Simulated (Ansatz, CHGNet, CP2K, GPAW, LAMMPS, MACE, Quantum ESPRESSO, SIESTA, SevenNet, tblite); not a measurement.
# Running amorphous Si (114 atoms) with CP2K, part 3 of 3

Aim: run amorphous Si (114 atoms) in CP2K and see how near its forces come to a plane-wave reference, and at what cost.

Program: CP2K 2026.2; the method stands at each step. Banners, paths, timers and routine set-up lines are dropped from the logs unmarked, and long logs keep their key lines alone; longer cuts are marked.

So far. Step 5 (PBE, TZVP-UZH, 350/50 Ry, diagonalisation): Against the first run (4.6 %), the force difference from the reference is 3.1 %, at 1.1 times the CPU time, with 1938 basis functions against 1482: the larger basis brings the forces nearer. Step 6 (LDA, DZVP-MOLOPT-SR, 350/50 Ry, diagonalisation): Against the first run (4.6 %), the force difference from the reference is 7.6 %, at 0.41 times the CPU time (on 2 against 4 cores); the model has changed, so this is no error of the program alone.

**7. PBE, DZVP-UZH, 175/50 Ry, diagonalisation**

Method: Kohn-Sham DFT, PBE, GTH-PBE pseudopotentials, Gaussian and plane waves, DZVP-MOLOPT (UZH set), diagonalisation.

input.inp reads:

```
&GLOBAL
  PROJECT cell
  RUN_TYPE ENERGY_FORCE
  PRINT_LEVEL LOW
&END GLOBAL
&FORCE_EVAL
  METHOD QS
  STRESS_TENSOR ANALYTICAL
  &DFT
    BASIS_SET_FILE_NAME BASIS_MOLOPT_UZH
    POTENTIAL_FILE_NAME POTENTIAL_UZH
    &MGRID
      CUTOFF 175
      REL_CUTOFF 50
    &END MGRID
    &QS
      EPS_DEFAULT 1.0E-12
    &END QS
    &SCF
      SCF_GUESS ATOMIC
      EPS_SCF 1.0E-06
      MAX_SCF 200
      ADDED_MOS 51
      &DIAGONALIZATION
        ALGORITHM STANDARD
      &END DIAGONALIZATION
      &SMEAR ON
        METHOD FERMI_DIRAC
        ELECTRONIC_TEMPERATURE [K] 580
      &END SMEAR
      &MIXING
        METHOD BROYDEN_MIXING
        ALPHA 0.15
        NBROYDEN 8
      &END MIXING
      &PRINT
        &RESTART OFF
        &END RESTART
      &END PRINT
    &END SCF
    &XC
      &XC_FUNCTIONAL PBE
      &END XC_FUNCTIONAL
    &END XC
    &PRINT
      &MULLIKEN ON
      &END MULLIKEN
      &LOWDIN ON
      &END LOWDIN
      &MO ON
        EIGENVALUES T
        OCCUPATION_NUMBERS T
        MO_INDEX_RANGE 217 240
        &EACH
          QS_SCF 0
        &END EACH
        ADD_LAST NUMERIC
      &END MO
    &END PRINT
  &END DFT
  &SUBSYS
    &CELL
      A 13.28010 0.00000 0.00000
      B 0.00000 13.28010 0.00000
      C 0.00000 0.00000 13.28010
    &END CELL
    &COORD
      SCALED
[... 114 atom lines left out: the same atoms as in the first run ...]
    &END COORD
    &KIND Si
      BASIS_SET DZVP-MOLOPT-PBE-GTH-q4
      POTENTIAL GTH-PBE-q4
    &END KIND
  &END SUBSYS
  &PRINT
    &FORCES ON
    &END FORCES
    &STRESS_TENSOR ON
    &END STRESS_TENSOR
  &END PRINT
&END FORCE_EVAL
```

Command:

```console
$ OMP_NUM_THREADS=2 cp2k.psmp -i input.inp > output.txt
```

Numbers of over 12 decimals in the logs are rounded to 6 here.

Output:

```text
CP2K| version string:                                       CP2K version 2026.2
 CP2K| Input file name                                                 input.inp
 GLOBAL| Basis set file name                                    BASIS_MOLOPT_UZH
 GLOBAL| Potential file name                                       POTENTIAL_UZH
 GLOBAL| Run type                                                   ENERGY_FORCE
 GLOBAL| Total number of message passing processes                             1
 GLOBAL| Number of threads for this process                                    2
[... lines left out ...]
                        Smear method:                                FERMI_DIRAC
[... lines left out ...]
 Number of electrons:                                                        456
[... lines left out ...]
  Step     Update method      Time    Convergence         Total energy    Change
[... lines left out ...]
  *** SCF run converged in    19 steps ***
[... lines left out ...]
  Fermi energy:                                                 0.194007
  Total energy:                                              -447.467566
  Total energy (extrapolated to T->0):                       -447.464846
[... lines left out ...]
 MO| E(Fermi):            0.194007 a.u.          5.279191 eV
[... lines left out ...]
     113     Si       1          4.041910                             -0.041910
     114     Si       1          4.036463                             -0.036463
 # Total charge                            456.000000                  0.000000
 ENERGY| Total FORCE_EVAL ( QS ) energy [hartree]           -447.467554
 FORCES| Atomic forces [hartree/bohr]
 FORCES|   Atom     x               y               z               |f|
 FORCES|      1  4.50964602E-03  7.59409475E-03 -2.24659310E-04   8.83502428E-03
 FORCES|      2 -1.12543657E-02 -1.22685141E-02  8.75560329E-03   1.88105761E-02
 FORCES|      3  1.68350511E-02 -1.64916400E-02 -2.24500215E-02   3.25483732E-02
[...]
FORCES|    113 -2.22781489E-02  8.91836733E-03 -1.53655057E-02   2.84947708E-02
 FORCES|    114 -7.49285760E-04  2.97232960E-03  1.13210205E-02   1.17286690E-02
 FORCES| Sum    -2.74779807E-06 -5.92276541E-06 -4.29587709E-06
 FORCES| Total atomic force                                       7.81563205E-06
 STRESS| Analytical stress tensor [bar]
 STRESS|                        x                   y                   z
 STRESS|      x        1.15507494215E+04   6.31796735134E+03  -3.57719334875E+03
 STRESS|      y        6.31796735134E+03  -3.19926729509E+03  -1.00044491199E+04
 STRESS|      z       -3.57719334875E+03  -1.00044491199E+04   7.65574401060E+03
 STRESS| 1/3 Trace                                             5.33574204567E+03
```

It took 4.5 min on 2 threads of Arm Neoverse V2, shared host; peak memory 1.3 GiB.

Against the reference:

| Quantity | Value |
| --- | --- |
| r.m.s. force component | 0.8192 eV/Å |
| r.m.s. difference of force components | 37.6 meV/Å |
| longest difference of force vectors | 129.1 meV/Å |
| force difference over r.m.s. force | 4.637 % |
| slope of forces against the reference's | 1.009 |
| correlation of force components | 0.999 |
| pressure | 0.5336 GPa |
| pressure difference | -0.2531 GPa |
| energy less the same-level run's | -0.0004 meV/atom |
| r.m.s. force difference from the same-level run | 0.054 meV/Å |

This is a coarse setting, run to see what it loses.

Against the first run (4.6 %), the force difference from the reference is 4.6 %, at 0.91 times the CPU time (on 2 against 4 cores): the change moves forces by 0.054 meV/Å r.m.s., so most of the difference comes from elsewhere.

**8. All runs compared**

Differences are against the plane-wave reference, forces as r.m.s. over components; share is that over the reference's r.m.s. force, slope the least-squares factor from reference forces to these. Total energies of different programs have different zeros and aren't compared.

```
                                                         run  Δ force, r.m.s. (meV/Å)  share (%)  slope  Δ pressure (GPa)  cores  CPU time  memory (GiB)
                                                   reference                        -          -      -                 -      8   1.7 min           2.5
              CP2K PBE, DZVP-UZH, 350/50 Ry, diagonalisation                     37.6       4.64  1.009            -0.253      4   9.6 min           4.0
                              CP2K GFN1-xTB, diagonalisation                      240       29.6  1.180              6.15      1      56 s          0.34
CP2K PBE, SZV-MOLOPT-SR, 350/50 Ry, diagonalisation (coarse)                      370       45.6  1.337              6.34      1   2.4 min           2.3
              CP2K PBE, TZVP-UZH, 350/50 Ry, diagonalisation                     25.2       3.11  1.002            -0.135      4    11 min           4.3
        CP2K LDA, DZVP-MOLOPT-SR, 350/50 Ry, diagonalisation                     61.6       7.60  0.959             -3.69      2   3.9 min           2.5
     CP2K PBE, DZVP-UZH, 175/50 Ry, diagonalisation (coarse)                     37.6       4.64  1.009            -0.253      2   8.7 min           1.3
```

Rows marked coarse were listed beforehand as settings not expected to be converged; some can still land near the reference.

CPU time is summed over cores on a shared host, where runs went side by side, so it is rough. Symmetry, cutoffs, thresholds, outputs and thread counts weren't matched or tuned between programs; memory under MPI is the largest rank's times the ranks.

Within one program, basis, potentials and functional, energies share a zero. Each run against its twin at the usual cutoff or grid and solver:

```
                                           run                                  twin  Δ energy (meV/atom)  Δ force, r.m.s. (meV/Å)         CPU time over the twin's
CP2K PBE, DZVP-UZH, 175/50 Ry, diagonalisation  DZVP-UZH, 350/50 Ry, diagonalisation              -4.0e-4                    0.054  0.91 (this twin ran on 4 cores)
```

**9. Results**

| Property | Result |
| --- | --- |
| nearest in forces | CP2K PBE, TZVP-UZH, 350/50 Ry, diagonalisation, 3.1 % |
| its CPU time | 11 min |

What this shows: The PBE runs in local orbitals, coarse settings apart, differ by 3.1 % (CP2K PBE, TZVP-UZH, 350/50 Ry, diagonalisation) to 4.6 % (CP2K PBE, DZVP-UZH, 350/50 Ry, diagonalisation); basis, grid and potentials can all enter. Tight binding differs by 30 % (CP2K GFN1-xTB, diagonalisation); it is another model, with fitted parameters of its own, and the xTB methods hold dispersion. Rows with another functional or a dispersion term differ by 7.6 % (CP2K LDA, DZVP-MOLOPT-SR, 350/50 Ry, diagonalisation), which mixes the change of model with differences of basis and potentials. CP2K GFN1-xTB, diagonalisation needed 108 SCF steps, so its time overstates the method's usual cost. Runs with settings chosen to be coarse differ by 4.6 % (CP2K PBE, DZVP-UZH, 175/50 Ry, diagonalisation) to 46 % (CP2K PBE, SZV-MOLOPT-SR, 350/50 Ry, diagonalisation), their programs' other errors included. None of the electronic-structure runs in the table takes under half the reference's CPU time of 1.7 min; they take 0.54 to 6.2 times as much. CP2K PBE, SZV-MOLOPT-SR, 350/50 Ry, diagonalisation stiffens the forces by a factor of 1.34 while following their directions (correlation 0.975); the slopes of the 6 CP2K runs lie between 0.96 and 1.34. In pressure, CP2K PBE, SZV-MOLOPT-SR, 350/50 Ry, diagonalisation misses by +6.3 GPa, at the same functional. Periodic xTB results under one method name differ between programs and library versions. The quench rate of 10 K/ps is many orders above laboratory rates, so the cell is likely richer in defects and strain than a real sample. The network of bonds at the start is that of the classical potential that made the cell, and needn't be the one that DFT or experiment would give. The electronic-structure runs sample only Γ, in a cell whose shortest periodic width is 13 Å, which is coarse for a cell with partly filled levels.

[Also dropped from logs without a mark: logging warnings of Python, and SIESTA's first energy breakdown and zero terms.]

[Logs are printed without paths, hosts, clocks, repeated set-up lines and the standing remarks that a program may print on its own settings, such as how far it seeks lower states.]

[Hosts, paths, dates, database ids (printed as entryN), source tags and the programs' standing remarks are cut or masked in the printed files.]
